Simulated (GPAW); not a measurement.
# Work function of Ga2STe monolayer at several levels

Aim: the work function of both faces of Ga2STe monolayer, and its spread over functionals and bases. Where a layer proves gapped, the work function hangs on where the smearing puts the Fermi level, and the band edges take its place.

Method: GPAW, PAW setups; layer in a repeated cell with vacuum, relaxation of atoms and in-plane cell, in the first sound run; inputs show where later runs differ, in GPAW 26.7.0.

## (1) Starting point

The cell holds 4 atoms: 1 Te, 2 Ga and 1 S. Cell: a = 3.845 Å, b = 3.845 Å, c = 20.451 Å, α = 90.0°, β = 90.0°, γ = 120.0°. Vacuum lies along c.

## (2) Relaxation

Forces are removed first; all later runs use this geometry.

Input file run.py:

```python
import json
import numpy as np
from ase import Atoms
from ase.filters import FrechetCellFilter
from ase.optimize import BFGS
from gpaw import GPAW, PW

slab = Atoms(
    ['Te', 'Ga', 'Ga', 'S'],
    positions=[
        [-0.00000, 2.22014, 8.00000],
        [0.00000, 0.00000, 9.40992],
        [0.00000, 0.00000, 11.84992],
        [-0.00000, 2.22014, 12.45072]],
    cell=[[3.8454, 0.0, 0.0], [-1.9227, 3.33021, 0.0], [0.0, 0.0, 20.4507]],
    pbc=[True, True, True])

slab.calc = GPAW(mode=PW(600), xc='PBE', kpts={'size': (9, 9, 1), 'gamma': True},
                 occupations={'name': 'fermi-dirac', 'width': 0.05}, nbands='200%',
                 convergence={'density': 1e-05}, maxiter=200,
                 symmetry={'tolerance': 1e-3}, txt='slab.txt')
result = {}
# The in-plane cell is free; stress needs a cell that repeats along all three vectors
path = []
opt = BFGS(FrechetCellFilter(slab, mask=[1, 1, 0, 0, 0, 1]), maxstep=0.2)
opt.attach(lambda: path.append((slab.get_potential_energy(), slab.positions.tolist(), slab.get_forces().tolist())))
result['relaxed'] = bool(opt.run(fmax=0.02, steps=45))
result['path'] = path
result['cell'] = slab.cell.tolist()
print('in-plane lattice', slab.cell.cellpar().round(4)[[0, 1, 5]])
energy = slab.get_potential_energy()
fermi = slab.calc.get_fermi_level()
v = slab.calc.get_electrostatic_potential().mean((0, 1)) - fermi
n = slab.calc.get_pseudo_density().mean((0, 1))
L = slab.cell[2, 2]
z = np.arange(len(v)) * L / len(v)
low, high = slab.positions[:, 2].min(), slab.positions[:, 2].max()
below, above = np.interp([low - 5.8, high + 5.8], z, v)
slopes = [np.interp(x, z, np.gradient(v, z)) for x in (low - 5.8, high + 5.8)]
eps = np.array([[slab.calc.get_eigenvalues(k, s) for k in range(len(slab.calc.get_ibz_k_points()))]
                for s in range(slab.calc.get_number_of_spins())]) - fermi
top, bottom = eps[eps < 0].max(), eps[eps > 0].min()
dipole = slab.get_dipole_moment()[2]
print(f'energy {energy:.4f} eV, Fermi level {fermi:.4f} eV, dipole {dipole:.5f} e A')
print(f'potential 5.8 A off the faces, from the Fermi level: lower {below:.4f} eV, upper {above:.4f} eV')
print(f'slope of the potential there: lower {slopes[0]:.5f}, upper {slopes[1]:.5f} eV/A')
print(f'nearest levels on the mesh: {top:.4f} and {bottom:.4f} eV')
print('magnetic moment', round(slab.get_magnetic_moment(), 3))
result.update(energy=energy, fermi=fermi, dipole=dipole, below=below, above=above, slopes=slopes, edges=[top, bottom],
              z=z.tolist(), v=v.tolist(), n=n.tolist(), positions=slab.positions.tolist(),
              forces=slab.get_forces(apply_constraint=False).tolist(), moments=slab.get_magnetic_moments().tolist())
json.dump(result, open('result.json', 'w'))
```

Command:

```sh
$ OMP_NUM_THREADS=1 OPENBLAS_NUM_THREADS=1 python run.py
```

The log of the run:

```text
Step          Energy          fmax
BFGS:    0      -14.442941        1.915360
BFGS:    1      -14.560099        1.697413
BFGS:    2      -14.836223        0.883016
BFGS:    3      -14.852684        0.590770
BFGS:    4      -14.871499        0.303238
BFGS:    5      -14.877030        0.344986
BFGS:    6      -14.881985        0.317505
BFGS:    7      -14.887488        0.223408
BFGS:    8      -14.891420        0.134869
BFGS:    9      -14.893207        0.129425
BFGS:   10      -14.894323        0.109034
BFGS:   11      -14.895631        0.122683
BFGS:   12      -14.896970        0.113710
BFGS:   13      -14.897612        0.049008
BFGS:   14      -14.897727        0.007777
in-plane lattice [  3.8997   3.8997 120.    ]
energy -14.8977 eV, Fermi level -1.0721 eV, dipole -0.07135 e A
potential 5.8 A off the faces, from the Fermi level: lower 4.6498 eV, upper 4.8415 eV
slope of the potential there: lower -0.04746, upper -0.04764 eV/A
nearest levels on the mesh: -0.4850 and 0.4496 eV
magnetic moment 0.0
```

Wall time 9.7 min (1 thread of Arm Neoverse V1, shared host); peak memory 0.46 GiB.

Numbers from this step:

- dipole along the normal: -0.07135 e·Å
- levels nearest the Fermi level on the mesh: -0.4850, 0.4496 eV from the Fermi level

Table of electrostatic potential energy of an electron (without an applied field's), less the Fermi level, planar mean by z:

| z (Å) | electrostatic potential energy of an electron (without an applied field's), less the Fermi level, planar mean (eV) |
| --- | --- |
| 0.0 | 4.75 |
| 0.5 | 4.73 |
| 1.0 | 4.70 |
| 1.5 | 4.68 |
| 2.0 | 4.66 |
| 2.5 | 4.63 |
| 3.0 | 4.61 |
| 3.5 | 4.58 |
| 4.0 | 4.56 |
| 4.5 | 4.53 |
| 5.0 | 4.50 |
| 5.5 | 4.43 |
| 6.0 | 4.21 |
| 6.5 | 3.40 |
| 7.0 | 0.317 |
| 7.5 | -9.20 |
| 8.0 | -16.7 |
| 8.5 | -8.14 |
| 9.0 | -7.67 |
| 9.5 | -7.12 |
| 10.0 | -0.407 |
| 10.5 | 2.01 |
| 11.0 | 0.0619 |
| 11.5 | -6.61 |
| 12.0 | -9.32 |
| 12.5 | -11.9 |
| 13.0 | -8.22 |
| 13.5 | 1.54 |
| 14.0 | 4.28 |
| 14.5 | 4.86 |
| 15.0 | 4.97 |
| 15.5 | 4.98 |
| 16.0 | 4.96 |
| 16.5 | 4.94 |
| 17.0 | 4.91 |
| 17.5 | 4.89 |
| 18.0 | 4.87 |
| 18.5 | 4.84 |
| 19.0 | 4.82 |
| 19.5 | 4.80 |
| 20.0 | 4.77 |

The pseudo valence density, planar mean oscillates, so the rows of the table below give means over windows of 1.28 Å about each position, cut where the curve ends. Its maxima inside the range that stand out by 2 % of the span (Å: e/Å³): 7.3: 0.245, 8.5: 0.349, 9.9: 0.143, 11.2: 0.149, 12.4: 0.394. Its minima: 7.8: 0.109, 9.4: 0.0400, 10.6: 0.0907, 11.8: 0.0770.

The pseudo valence density, planar mean by z; means over each step:

| z (Å) | pseudo valence density, planar mean (e/Å³) |
| --- | --- |
| 3.20 | 7.5e-6 |
| 4.48 | 2.6e-4 |
| 5.76 | 0.00966 |
| 7.04 | 0.151 |
| 8.32 | 0.241 |
| 9.60 | 0.111 |
| 10.88 | 0.113 |
| 12.16 | 0.255 |
| 13.44 | 0.180 |
| 14.72 | 0.00827 |
| 16.00 | 1.7e-4 |
| 17.28 | 4.3e-6 |

The relaxation lowered the energy of the cell by 0.455 eV (energies extrapolated to zero smearing; the optimiser's log prints free energies). The largest force left on a free atom is 0.0078 eV/Å.

## (3) Plane waves, PBE

The work function is the vacuum plateau of the electrostatic potential less the Fermi level; a dipole layer lets the two faces have plateaus of their own.

This step: GPAW, PAW setups; slab in vacuum (GPAW 26.7.0).

The cell differs from the one that the last finished run ended in (c 20.451 → 20.820 Å).

run.py: that of step 2 with these lines changed.

```diff
@@ -3,4 +3,2 @@
 from ase import Atoms
-from ase.filters import FrechetCellFilter
-from ase.optimize import BFGS
 from gpaw import GPAW, PW
@@ -10,22 +8,15 @@
     positions=[
-        [-0.00000, 2.22014, 8.00000],
-        [0.00000, 0.00000, 9.40992],
-        [0.00000, 0.00000, 11.84992],
-        [-0.00000, 2.22014, 12.45072]],
-    cell=[[3.8454, 0.0, 0.0], [-1.9227, 3.33021, 0.0], [0.0, 0.0, 20.4507]],
-    pbc=[True, True, True])
+        [-0.00000, 2.25149, 8.00000],
+        [0.00000, -0.00000, 9.37638],
+        [0.00000, 0.00000, 11.85089],
+        [-0.00000, 2.25149, 12.81958]],
+    cell=[[3.8997, -0.0, 0.0], [-1.94985, 3.37723, 0.0], [0.0, 0.0, 20.8196]],
+    pbc=[True, True, False])
 
-slab.calc = GPAW(mode=PW(600), xc='PBE', kpts={'size': (9, 9, 1), 'gamma': True},
+slab.calc = GPAW(mode=PW(400), xc='PBE', kpts={'size': (9, 9, 1), 'gamma': True},
                  occupations={'name': 'fermi-dirac', 'width': 0.05}, nbands='200%',
                  convergence={'density': 1e-05}, maxiter=200,
+                 poissonsolver={'dipolelayer': 'xy'},
                  symmetry={'tolerance': 1e-3}, txt='slab.txt')
 result = {}
-# The in-plane cell is free; stress needs a cell that repeats along all three vectors
-path = []
-opt = BFGS(FrechetCellFilter(slab, mask=[1, 1, 0, 0, 0, 1]), maxstep=0.2)
-opt.attach(lambda: path.append((slab.get_potential_energy(), slab.positions.tolist(), slab.get_forces().tolist())))
-result['relaxed'] = bool(opt.run(fmax=0.02, steps=45))
-result['path'] = path
-result['cell'] = slab.cell.tolist()
-print('in-plane lattice', slab.cell.cellpar().round(4)[[0, 1, 5]])
 energy = slab.get_potential_energy()
```

The log of the run:

```text
energy -14.8746 eV, Fermi level -1.1445 eV, dipole -0.04767 e A
potential 5.8 A off the faces, from the Fermi level: lower 4.4330 eV, upper 5.0797 eV
slope of the potential there: lower 0.00009, upper -0.00010 eV/A
nearest levels on the mesh: -0.4902 and 0.4548 eV
magnetic moment 0.0
```

The job ended after 27 s (1 thread; peak memory 0.2 GiB).

This step gave:

| Property | Result |
| --- | --- |
| dipole along the normal | -0.04767 e·Å |
| levels nearest the Fermi level on the mesh | -0.4902, 0.4548 eV from the Fermi level |
| upper work function | 5.080 eV |
| lower work function | 4.433 eV |
| upper ionisation energy | 5.570 eV |

The electrostatic potential energy of an electron (without an applied field's), less the Fermi level, planar mean by z:

z (Å), electrostatic potential energy of an electron (without an applied field's), less the Fermi level, planar mean (eV) and a bar from the least value:
```
      0.0        4.8 ##############################
      0.5        4.4 #############################
      1.0        4.4 #############################
      1.5        4.4 #############################
      2.0        4.4 #############################
      2.5        4.4 #############################
      3.0        4.4 #############################
      3.5        4.4 #############################
      4.0        4.4 #############################
      4.5        4.4 #############################
      5.0        4.4 #############################
      5.5        4.4 #############################
      6.0        4.2 #############################
      6.5        3.6 ############################
      7.0        1.1 #########################
      7.5       -7.1 #############
      8.0      -16.9 
      8.5       -9.4 ##########
      9.0       -7.1 #############
      9.5       -8.0 ############
     10.0       -1.3 #####################
     10.5        1.9 ##########################
     11.0        0.7 ########################
     11.5       -5.3 ################
     12.0       -9.5 ##########
     12.5      -10.7 ########
     13.0      -10.4 #########
     13.5        0.6 ########################
     14.0        4.1 #############################
     14.5        4.9 ##############################
     15.0        5.0 ##############################
     15.5        5.1 ##############################
     16.0        5.1 ##############################
     16.5        5.1 ##############################
     17.0        5.1 ##############################
     17.5        5.1 ##############################
     18.0        5.1 ##############################
     18.5        5.1 ##############################
     19.0        5.1 ##############################
     19.5        5.1 ##############################
     20.0        5.1 ##############################
     20.5        5.0 ##############################
```

The pseudo valence density, planar mean oscillates, so the rows of the table below give means over windows of 1.27 Å about each position, cut where the curve ends. Its maxima inside the range that stand out by 2 % of the span (Å: e/Å³): 7.4: 0.248, 8.7: 0.341, 10.0: 0.142, 11.3: 0.146, 12.5: 0.392. Its minima: 8.1: 0.121, 9.3: 0.0474, 10.6: 0.0906, 11.7: 0.0787.

Table of pseudo valence density, planar mean by z; means over each step:

| z (Å) | pseudo valence density, planar mean (e/Å³) |
| --- | --- |
| 3.17 | 5.8e-6 |
| 4.45 | 1.9e-4 |
| 5.71 | 0.00674 |
| 6.98 | 0.132 |
| 8.26 | 0.236 |
| 9.53 | 0.127 |
| 10.79 | 0.112 |
| 12.06 | 0.226 |
| 13.33 | 0.221 |
| 14.61 | 0.0152 |
| 15.88 | 3.2e-4 |
| 17.15 | 7.7e-6 |

The layer is gapped, so the Fermi level lies somewhere inside the gap, set by smearing and numerics, and these work functions are no property of the material; the band edges below the vacuum level are. The potential is flat to 1.0e-4 eV/Å where it is read, so the vacuum is wide enough.

## (4) Self-consistent run: xc = "RPBE"

The same geometry under RPBE, to see how far the functional moves the levels against the vacuum.

run.py: that of step 3 with these lines changed.

```diff
@@ -15,3 +15,3 @@
 
-slab.calc = GPAW(mode=PW(400), xc='PBE', kpts={'size': (9, 9, 1), 'gamma': True},
+slab.calc = GPAW(mode=PW(400), xc='RPBE', kpts={'size': (9, 9, 1), 'gamma': True},
                  occupations={'name': 'fermi-dirac', 'width': 0.05}, nbands='200%',
```

The log of the run:

```text
energy -13.6910 eV, Fermi level -1.0129 eV, dipole -0.04813 e A
potential 5.8 A off the faces, from the Fermi level: lower 4.3092 eV, upper 4.9622 eV
slope of the potential there: lower 0.00009, upper -0.00010 eV/A
nearest levels on the mesh: -0.5339 and 0.4986 eV
magnetic moment 0.0
```

Elapsed: 27 s, on 1 thread; peak memory 0.2 GiB.

Numbers from this step:

```yaml
dipole_along_the_normal: -0.04813 e·Å
levels_nearest_the_fermi_level_on_the_mesh: -0.5339, 0.4986 eV from the Fermi level
upper_work_function: 4.962 eV
lower_work_function: 4.309 eV
upper_ionisation_energy: 5.496 eV
```

The electrostatic potential energy of an electron (without an applied field's), less the Fermi level, planar mean by z:

| z (Å) | electrostatic potential energy of an electron (without an applied field's), less the Fermi level, planar mean (eV) |
| --- | --- |
| 0.0 | 4.64 |
| 0.5 | 4.31 |
| 1.0 | 4.31 |
| 1.5 | 4.31 |
| 2.0 | 4.31 |
| 2.5 | 4.31 |
| 3.0 | 4.31 |
| 3.5 | 4.31 |
| 4.0 | 4.31 |
| 4.5 | 4.31 |
| 5.0 | 4.30 |
| 5.5 | 4.26 |
| 6.0 | 4.10 |
| 6.5 | 3.47 |
| 7.0 | 1.01 |
| 7.5 | -7.21 |
| 8.0 | -17.0 |
| 8.5 | -9.56 |
| 9.0 | -7.27 |
| 9.5 | -8.17 |
| 10.0 | -1.49 |
| 10.5 | 1.74 |
| 11.0 | 0.510 |
| 11.5 | -5.49 |
| 12.0 | -9.67 |
| 12.5 | -10.9 |
| 13.0 | -10.5 |
| 13.5 | 0.472 |
| 14.0 | 3.96 |
| 14.5 | 4.74 |
| 15.0 | 4.91 |
| 15.5 | 4.95 |
| 16.0 | 4.96 |
| 16.5 | 4.96 |
| 17.0 | 4.96 |
| 17.5 | 4.96 |
| 18.0 | 4.96 |
| 18.5 | 4.96 |
| 19.0 | 4.96 |
| 19.5 | 4.96 |
| 20.0 | 4.96 |
| 20.5 | 4.91 |

Table of pseudo valence density, planar mean by z:

| z (Å) | pseudo valence density, planar mean (e/Å³) |
| --- | --- |
| 0.00 | 0 |
| 0.64 | 4.8e-7 |
| 1.06 | 5.4e-7 |
| 1.70 | -5.2e-7 |
| 2.12 | -4.1e-7 |
| 2.76 | 2.1e-6 |
| 3.40 | 6.4e-6 |
| 3.82 | 2.2e-5 |
| 4.46 | 1.3e-4 |
| 5.10 | 7.4e-4 |
| 5.52 | 0.00235 |
| 6.16 | 0.0138 |
| 6.59 | 0.0445 |
| 7.22 | 0.195 |
| 7.86 | 0.129 |
| 8.29 | 0.245 |
| 8.92 | 0.280 |
| 9.56 | 0.0629 |
| 9.98 | 0.141 |
| 10.62 | 0.0909 |
| 11.05 | 0.120 |
| 11.68 | 0.0788 |
| 12.32 | 0.368 |
| 12.75 | 0.323 |
| 13.38 | 0.236 |
| 14.02 | 0.0479 |
| 14.45 | 0.0129 |
| 15.08 | 0.00190 |
| 15.51 | 5.5e-4 |
| 16.15 | 8.5e-5 |
| 16.78 | 1.3e-5 |
| 17.21 | 3.8e-6 |
| 17.85 | 7.2e-7 |
| 18.48 | 0 |
| 18.91 | 0 |
| 19.54 | 0 |
| 19.97 | 0 |
| 20.61 | 0 |

Force by atom:

| atom | x (eV/Å) | y (eV/Å) | z (eV/Å) | size |
| --- | --- | --- | --- | --- |
| Te1 | 0.000 | 0.000 | -0.185 | 0.185 |
| Ga2 | 0.000 | 0.000 | 0.014 | 0.014 |
| Ga3 | 0.000 | 0.000 | 0.045 | 0.045 |
| S4 | 0.000 | 0.000 | 0.126 | 0.126 |

The highest filled level lies 0.534 eV under the Fermi level, so the ionisation energy from the upper face is 4.962 + 0.534 = 5.496 eV, against 5.570 eV in the base run.

## (5) Self-consistent run: xc = "revPBE"

The same geometry under revPBE, to see how far the functional moves the levels against the vacuum.

run.py: that of step 4 with these lines changed.

```diff
@@ -15,3 +15,3 @@
 
-slab.calc = GPAW(mode=PW(400), xc='RPBE', kpts={'size': (9, 9, 1), 'gamma': True},
+slab.calc = GPAW(mode=PW(400), xc='revPBE', kpts={'size': (9, 9, 1), 'gamma': True},
                  occupations={'name': 'fermi-dirac', 'width': 0.05}, nbands='200%',
```

The log of the run:

```text
energy -13.8493 eV, Fermi level -1.0291 eV, dipole -0.04773 e A
potential 5.8 A off the faces, from the Fermi level: lower 4.3154 eV, upper 4.9629 eV
slope of the potential there: lower 0.00009, upper -0.00010 eV/A
nearest levels on the mesh: -0.5249 and 0.4896 eV
magnetic moment 0.0
```

It took 27 s on 1 thread; peak memory 0.2 GiB.

This step gave:

| Item | Value |
| --- | --- |
| dipole along the normal | -0.04773 e·Å |
| levels nearest the Fermi level on the mesh | -0.5249, 0.4896 eV from the Fermi level |
| upper work function | 4.963 eV |
| lower work function | 4.315 eV |
| upper ionisation energy | 5.488 eV |

Electrostatic potential energy of an electron (without an applied field's), less the Fermi level, planar mean against z:

| z (Å) | electrostatic potential energy of an electron (without an applied field's), less the Fermi level, planar mean (eV) |
| --- | --- |
| 0 | 4.64 |
| 1 | 4.32 |
| 2 | 4.32 |
| 3 | 4.32 |
| 4 | 4.31 |
| 5 | 4.30 |
| 6 | 4.11 |
| 7 | 1.04 |
| 8 | -16.9 |
| 9 | -7.23 |
| 10 | -1.44 |
| 11 | 0.559 |
| 12 | -9.63 |
| 13 | -10.5 |
| 14 | 3.97 |
| 15 | 4.91 |
| 16 | 4.96 |
| 17 | 4.96 |
| 18 | 4.96 |
| 19 | 4.96 |
| 20 | 4.96 |

The highest filled level lies 0.525 eV under the Fermi level, so the ionisation energy from the upper face is 4.963 + 0.525 = 5.488 eV, against 5.570 eV in the base run.

(Part 1 of 2 ends here.)

[Logs are printed without paths, hosts, clocks, repeated set-up lines and the standing remarks that a program may print on its own settings, such as how far it seeks lower states.]

[Hosts, paths, dates, database ids (printed as entryN), source tags and the programs' standing remarks are cut or masked in the printed files.]
